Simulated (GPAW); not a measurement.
# Geometry or basis: what sets the conductance of a Ru chain with two Au atoms in line, part 2 of 2

How well does a Ru chain with two Au atoms in line conduct once its atoms have relaxed, and how much do cheaper levels lose?

GPAW 26.7.0; GPAW LCAO, PAW setups; relaxation of the junction within the symmetry of its start, lead ends held (the session's first sound run).

So far, transmission at the Fermi level (one spin): step 3 (double-zeta polarised basis, PBE, GPAW) 0.943; step 4 (basis szp(dzp), PBE, GPAW) 0.954; step 5 (basis sz(dzp), PBE, GPAW) 0.959; step 6 (RPBE) 0.941.

## Step 7: The structure as built: geometry = "as built"

Level of this step: GPAW LCAO, PAW setups; Landauer transmission from Green's functions with principal layers (ASE), zero bias (GPAW).

The dzp basis with PBE on the structure as first built shows what the relaxation was worth.

Input file run.py:

```python
import json
import numpy as np
from ase import Atoms
from ase.transport.calculators import TransportCalculator
from gpaw import GPAW, FermiDirac
from gpaw.lcao.tools import get_lcao_hamiltonian
from scipy.linalg import eigh

# The junction with lead layers at both ends, along the third cell vector
device = Atoms(
    ['Ru', 'Ru', 'Ru', 'Ru', 'Ru', 'Ru', 'Ru', 'Ru', 'Au', 'Au', 'Ru', 'Ru', 'Ru', 'Ru', 'Ru', 'Ru', 'Ru', 'Ru'],
    positions=[
        [4.50000, 4.50000, 1.12500],
        [4.50000, 4.50000, 3.37500],
        [4.50000, 4.50000, 5.62500],
        [4.50000, 4.50000, 7.87500],
        [4.50000, 4.50000, 10.12500],
        [4.50000, 4.50000, 12.37500],
        [4.50000, 4.50000, 14.62500],
        [4.50000, 4.50000, 16.87500],
        [4.50000, 4.50000, 19.26940],
        [4.50000, 4.50000, 21.86940],
        [4.50000, 4.50000, 24.26380],
        [4.50000, 4.50000, 26.51380],
        [4.50000, 4.50000, 28.76380],
        [4.50000, 4.50000, 31.01380],
        [4.50000, 4.50000, 33.26380],
        [4.50000, 4.50000, 35.51380],
        [4.50000, 4.50000, 37.76380],
        [4.50000, 4.50000, 40.01380]],
    cell=[[9.0, 0.0, 0.0], [0.0, 9.0, 0.0], [0.0, 0.0, 41.1388]],
    pbc=True)

# One principal layer of the lead: the first 5 atoms of the device
lead = Atoms(
    ['Ru', 'Ru', 'Ru', 'Ru', 'Ru'],
    positions=[
        [4.50000, 4.50000, 1.12500],
        [4.50000, 4.50000, 3.37500],
        [4.50000, 4.50000, 5.62500],
        [4.50000, 4.50000, 7.87500],
        [4.50000, 4.50000, 10.12500]],
    cell=[[9.0, 0.0, 0.0], [0.0, 9.0, 0.0], [0.0, 0.0, 11.25]],
    pbc=True)

settings = dict(mode='lcao', basis='dzp', xc='PBE', h=0.2,
                occupations=FermiDirac(0.1), maxiter=250,
                mixer=dict(beta=0.1, nmaxold=8, weight=100.0),
                convergence=dict(density=0.0001))
energies = np.arange(-2, 2 + 1e-9, 0.025)
eta = 0.0001
n1, n2 = 1, 1
# k and -k transmit alike, so half of the mesh across the current serves
mesh = [(i, j) for i in range(n1) for j in range(n2) if (i, j) <= (-i % n1, -j % n2)]
weights = np.array([1 if (i, j) == (-i % n1, -j % n2) else 2 for i, j in mesh]) / (n1 * n2)

# [... helper functions left out ...]
fermi_lead = ground_state(lead, (1, 1, 10), 'lead.txt')
fermi_device = ground_state(device, (1, 1, 2), 'device.txt')
# [... loop over the mesh left out, but for ...]
        # Shift the lead onto the potential of the device's first layer
        shift = ((H[:, 0, 0] - H0[:, 0, 0]) / S0[0, 0]).real.mean()
# [...]
kT = 8.617333e-5 * 300
bias = [0.1, 0.2, 0.5, 1.0, 1.5, 2.0]
# [... integrals and printing left out ...]
```

The run is started by

```sh
> OMP_NUM_THREADS=1 OPENBLAS_NUM_THREADS=1 python run.py
```

What it wrote:

```text
basis functions: device 494, principal layer 145
Fermi level: lead -3.4328 eV, device -3.4819 eV; lead shifted by -0.0140 eV
largest coupling past the next layer 2.00e-05 eV, largest misfit of the first layer 0.061 eV
  E-E_F (eV)   T (one spin)  [channel counts left out]
    -2.000    6.7127e-01
    -1.975    6.8226e-01
    -1.950    6.7090e-01
[...]
1.975    9.4596e-01
     2.000    9.4632e-01
conductance at 300 K: 1.0603 G0 a cell; thermopower 0.5691 uV/K
current from the zero-bias T(E) at 0.1 V: 8.2137 uA
current from the zero-bias T(E) at 0.2 V: 16.418 uA
current from the zero-bias T(E) at 0.5 V: 40.891 uA
current from the zero-bias T(E) at 1.0 V: 80.785 uA
current from the zero-bias T(E) at 1.5 V: 119.36 uA
current from the zero-bias T(E) at 2.0 V: 157.55 uA
```

It took 5.6 min on 1 thread of Arm Neoverse V1, shared host; peak memory 1.6 GiB.

This step gave:

| Item | Value |
| --- | --- |
| conductance | 1.060 G₀ |
| largest coupling past the next principal layer | 2.00e-5 eV |
| largest misfit of the first principal layer | 0.06060 eV |
| shift that aligns the lead | -0.01403 eV |
| transmission at the Fermi level (one spin) | 1.061 |

The conductance, 1.06 G₀, lies 12 % above that of the dzp run.

## Step 8: The ladder

Times are for 1 thread of Arm Neoverse V1, shared host. The series side by side:

| no. | run | conductance (G₀) | time | memory (GiB) |
| --- | --- | --- | --- | --- |
| 1 | dzp | 0.9426 | 5.9 min | 1.6 |
| 2 | szp | 0.9537 | 3 min | 1.5 |
| 3 | sz | 0.9588 | 2.5 min | 1.4 |
| 4 | dzp RPBE | 0.9407 | 5.3 min | 1.6 |
| 5 | asbuilt | 1.060 | 5.6 min | 1.6 |

## Step 9: The levels side by side

The curves are compared point by point over the common energies.

This step: comparison of transmission and cost over codes, levels and geometry (GPAW 26.7.0).

Ladder, by row:

| step | code | T at the Fermi level (sum over the listed spins) | conductance (G0) | r.m.s. T(E) from the first | wall time (s) | peak memory (GiB) | threads |
| --- | --- | --- | --- | --- | --- | --- | --- |
| dzp | GPAW | 0.9427 | 0.9426 | 0 | 354.6 | 1.56 | 1 |
| szp | GPAW | 0.954 | 0.9537 | 0.1329 | 180.8 | 1.48 | 1 |
| sz | GPAW | 0.9591 | 0.9588 | 0.155 | 147.6 | 1.41 | 1 |
| dzp-RPBE | GPAW | 0.9407 | 0.9407 | 0.0514 | 318.8 | 1.56 | 1 |
| asbuilt | GPAW | 1.061 | 1.06 | 0.25 | 338.9 | 1.56 | 1 |

The transmission, zone mean, sum over the listed spins by energy, zero at the Fermi level:

| energy (eV) | dzp | szp | sz | dzp-RPBE | asbuilt |
| --- | --- | --- | --- | --- | --- |
| -2.0000 | 1.80 | 2.18 | 2.28 | 1.70 | 0.671 |
| -1.7500 | 0.838 | 1.05 | 1.14 | 0.766 | 0.457 |
| -1.5000 | 0.383 | 0.475 | 0.528 | 0.353 | 0.224 |
| -1.2500 | 0.565 | 0.184 | 0.198 | 0.196 | 1.15 |
| -1.0500 | 1.01 | 0.927 | 0.990 | 0.975 | 1.07 |
| -1.0000 | 1.01 | 0.957 | 0.998 | 0.984 | 1.07 |
| -0.7500 | 0.964 | 0.941 | 0.980 | 0.958 | 1.03 |
| -0.5000 | 0.967 | 0.939 | 0.965 | 0.961 | 1.05 |
| -0.2500 | 0.960 | 0.967 | 0.979 | 0.957 | 1.07 |
| -0.2000 | 0.958 | 0.968 | 0.979 | 0.954 | 1.07 |
| -0.1750 | 0.956 | 0.967 | 0.978 | 0.986 | 1.07 |
| 0.0000 | 0.943 | 0.954 | 0.959 | 0.941 | 1.06 |
| 0.2500 | 0.921 | 0.922 | 0.919 | 0.919 | 1.03 |
| 0.5000 | 0.889 | 0.885 | 0.873 | 0.890 | 0.972 |
| 0.7500 | 0.861 | 0.838 | 0.818 | 0.859 | 0.933 |
| 1.0000 | 0.860 | 0.811 | 0.783 | 0.852 | 0.917 |
| 1.2500 | 0.885 | 0.815 | 0.776 | 0.875 | 0.924 |
| 1.5000 | 0.909 | 0.819 | 0.761 | 0.897 | 0.926 |
| 1.7500 | 0.932 | 0.828 | 0.755 | 0.917 | 0.931 |
| 2.0000 | 0.960 | 0.838 | 0.748 | 0.946 | 0.946 |

## Step 10: Mixing 0.02

Mixing changes the road to self-consistency, not its end. The mixing history changes the road to self-consistency, not its end.

This step: GPAW LCAO, PAW setups; Landauer transmission from Green's functions with principal layers (ASE), zero bias (GPAW 26.7.0).

run.py: that of step 7 with these lines changed.

```diff
@@ -19,6 +19,6 @@
         [4.50000, 4.50000, 14.62500],
-        [4.50000, 4.50000, 16.87500],
-        [4.50000, 4.50000, 19.26940],
-        [4.50000, 4.50000, 21.86940],
-        [4.50000, 4.50000, 24.26380],
+        [4.50000, 4.50000, 16.74157],
+        [4.50000, 4.50000, 19.24907],
+        [4.50000, 4.50000, 21.88973],
+        [4.50000, 4.50000, 24.39723],
         [4.50000, 4.50000, 26.51380],
@@ -47,3 +47,3 @@
                 occupations=FermiDirac(0.1), maxiter=250,
-                mixer=dict(beta=0.1, nmaxold=8, weight=100.0),
+                mixer=dict(beta=0.02, nmaxold=12, weight=100.0),
                 convergence=dict(density=0.0001))
```

What it wrote:

```text
basis functions: device 494, principal layer 145
Fermi level: lead -3.4329 eV, device -3.4957 eV; lead shifted by -0.0154 eV
largest coupling past the next layer 2.00e-05 eV, largest misfit of the first layer 0.075 eV
  E-E_F (eV)   T (one spin)  [channel counts left out]
    -2.000    1.8063e+00
    -1.975    1.6741e+00
    -1.950    1.5518e+00
    -1.925    1.4392e+00
    -1.900    1.3355e+00
    -1.875    1.2400e+00
    -1.850    1.1521e+00
    -1.825    1.0718e+00
    -1.800    1.0016e+00
    -1.775    7.2078e-01
    -1.750    8.4075e-01
    -1.725    7.8411e-01
    -1.700    7.2802e-01
    -1.675    6.7478e-01
    -1.650    6.2470e-01
    -1.625    5.7771e-01
[...]
1.825    9.4215e-01
     1.850    9.4541e-01
     1.875    9.4854e-01
     1.900    9.5150e-01
     1.925    9.5421e-01
     1.950    9.5658e-01
     1.975    9.5848e-01
     2.000    9.5973e-01
conductance at 300 K: 0.94271 G0 a cell; thermopower 0.5989 uV/K
current from the zero-bias T(E) at 0.1 V: 7.3039 uA
current from the zero-bias T(E) at 0.2 V: 14.607 uA
current from the zero-bias T(E) at 0.5 V: 36.492 uA
current from the zero-bias T(E) at 1.0 V: 72.727 uA
current from the zero-bias T(E) at 1.5 V: 108.37 uA
current from the zero-bias T(E) at 2.0 V: 143.96 uA
```

It took 4.9 min on 1 thread; peak memory 1.7 GiB.

Numbers from this step:

```yaml
conductance: 0.9427 G₀
largest_misfit_of_the_first_principal_layer: 0.07503 eV
shift_that_aligns_the_lead: -0.01544 eV
transmission_at_the_fermi_level_one_spin: 0.9428
```

One spin. The transmission, zone mean by energy, zero at the Fermi level:

| energy (eV) | transmission, zone mean |
| --- | --- |
| -2.000 | 1.81 |
| -1.800 | 1.00 |
| -1.750 | 0.841 |
| -1.600 | 0.534 |
| -1.400 | 0.273 |
| -1.200 | 0.813 |
| -1.050 | 1.01 |
| -1.000 | 1.00 |
| -0.800 | 0.967 |
| -0.600 | 0.966 |
| -0.400 | 0.966 |
| -0.200 | 0.957 |
| 0.000 | 0.943 |
| 0.200 | 0.926 |
| 0.400 | 0.903 |
| 0.600 | 0.877 |
| 0.800 | 0.858 |
| 1.000 | 0.859 |
| 1.200 | 0.879 |
| 1.400 | 0.901 |
| 1.600 | 0.917 |
| 1.800 | 0.939 |
| 2.000 | 0.960 |

Not self-consistent under bias; the bias window is split evenly. Current through one cell, from the zero-bias transmission against bias:

| bias (V) | current through one cell, from the zero-bias transmission (μA) |
| --- | --- |
| 0.100 | 7.30 |
| 0.200 | 14.6 |
| 0.500 | 36.5 |
| 1.000 | 72.7 |
| 1.500 | 108 |
| 2.000 | 144 |

The transmission of the three most open eigenchannels by energy, zero at the Fermi level:

| energy (eV) | channel 1 | channel 2 | channel 3 |
| --- | --- | --- | --- |
| -2.000 | 0.826 | 0.490 | 0.490 |
| -1.900 | 0.704 | 0.316 | 0.316 |
| -1.800 | 0.578 | 0.212 | 0.212 |
| -1.700 | 0.428 | 0.150 | 0.150 |
| -1.600 | 0.310 | 0.112 | 0.112 |
| -1.500 | 0.211 | 0.0870 | 0.0870 |
| -1.400 | 0.132 | 0.0705 | 0.0705 |
| -1.300 | 0.0599 | 0.0591 | 0.0591 |
| -1.200 | 0.658 | 0.0537 | 0.0510 |
| -1.100 | 0.871 | 0.0452 | 0.0452 |
| -1.000 | 0.900 | 0.0411 | 0.0411 |
| -0.900 | 0.890 | 0.0382 | 0.0382 |
| -0.800 | 0.884 | 0.0363 | 0.0363 |
| -0.700 | 0.886 | 0.0351 | 0.0351 |
| -0.600 | 0.891 | 0.0346 | 0.0346 |
| -0.500 | 0.894 | 0.0345 | 0.0345 |
| -0.400 | 0.893 | 0.0346 | 0.0346 |
| -0.300 | 0.890 | 0.0347 | 0.0347 |
| -0.200 | 0.885 | 0.0347 | 0.0347 |
| -0.100 | 0.879 | 0.0342 | 0.0342 |
| 0.000 | 0.874 | 0.0332 | 0.0332 |
| 0.100 | 0.869 | 0.0318 | 0.0318 |
| 0.200 | 0.864 | 0.0299 | 0.0299 |
| 0.300 | 0.858 | 0.0280 | 0.0280 |
| 0.400 | 0.849 | 0.0261 | 0.0261 |
| 0.500 | 0.840 | 0.0245 | 0.0245 |
| 0.600 | 0.828 | 0.0234 | 0.0234 |
| 0.700 | 0.819 | 0.0226 | 0.0226 |
| 0.800 | 0.812 | 0.0224 | 0.0224 |
| 0.900 | 0.810 | 0.0226 | 0.0226 |
| 1.000 | 0.812 | 0.0231 | 0.0231 |
| 1.100 | 0.819 | 0.0237 | 0.0237 |
| 1.200 | 0.830 | 0.0243 | 0.0243 |
| 1.300 | 0.841 | 0.0246 | 0.0246 |
| 1.400 | 0.852 | 0.0246 | 0.0246 |
| 1.500 | 0.860 | 0.0243 | 0.0243 |
| 1.600 | 0.870 | 0.0237 | 0.0237 |
| 1.700 | 0.879 | 0.0231 | 0.0231 |
| 1.800 | 0.894 | 0.0224 | 0.0224 |
| 1.900 | 0.909 | 0.0215 | 0.0215 |
| 2.000 | 0.922 | 0.0187 | 0.0187 |

The conductance equals that of the dzp run to 0.2 %.

## Step 11: What came out

```json
{"conductance": "0.943 G₀", "transmission at the Fermi level, mean of the spins": "0.943"}
```

In words: In the dzp basis the junction conducts 0.943 G₀ at 300 K, with T = 0.943 a spin at the Fermi level; the sz basis reaches that conductance within 10 %. Relaxation moved atoms by up to 0.13 Å and took the conductance from 1.06 to 0.943 G₀, as a ratio a larger change than the step from dzp to the minimal basis. At the Fermi level the three most open eigenchannels pass 0.87, 0.033 and 0.033. Measured against the first run (dzp), the nearest curve is that of dzp-RPBE (r.m.s. 0.051) and the farthest that of asbuilt (0.25). Over the compared runs wall time goes from 148 s (sz) to 355 s (dzp), on a shared host. The leads kept an estimated spacing and the cell its length, so the junction may be under some tension or compression. The geometry comes from the orbital basis, which tends to overbind, and kept the symmetry of the start, so a structure of lower symmetry may lie lower. The run had no spin polarisation, so a magnetic state, which chains and small molecules with open shells often have, wasn't tested. Spin-orbit coupling is left out, which matters for the heavy atoms here. An evenly spaced straight chain is an idealisation: free chains tend to dimerise, zigzag or, where a band edge lies near the Fermi level, turn magnetic. The currents use the zero-bias T(E) throughout, which holds only while the bias is small against the distance to the nearest feature. The thermopower isn't quoted: it samples T(E) farther from the Fermi level than the conductance does, and the energy grid wasn't tested for it.

[Logs are printed without paths, hosts, clocks, repeated set-up lines and the standing remarks that a program may print on its own settings, such as how far it seeks lower states.]

[Hosts, paths, dates, database ids (printed as entryN), source tags and the programs' standing remarks are cut or masked in the printed files.]
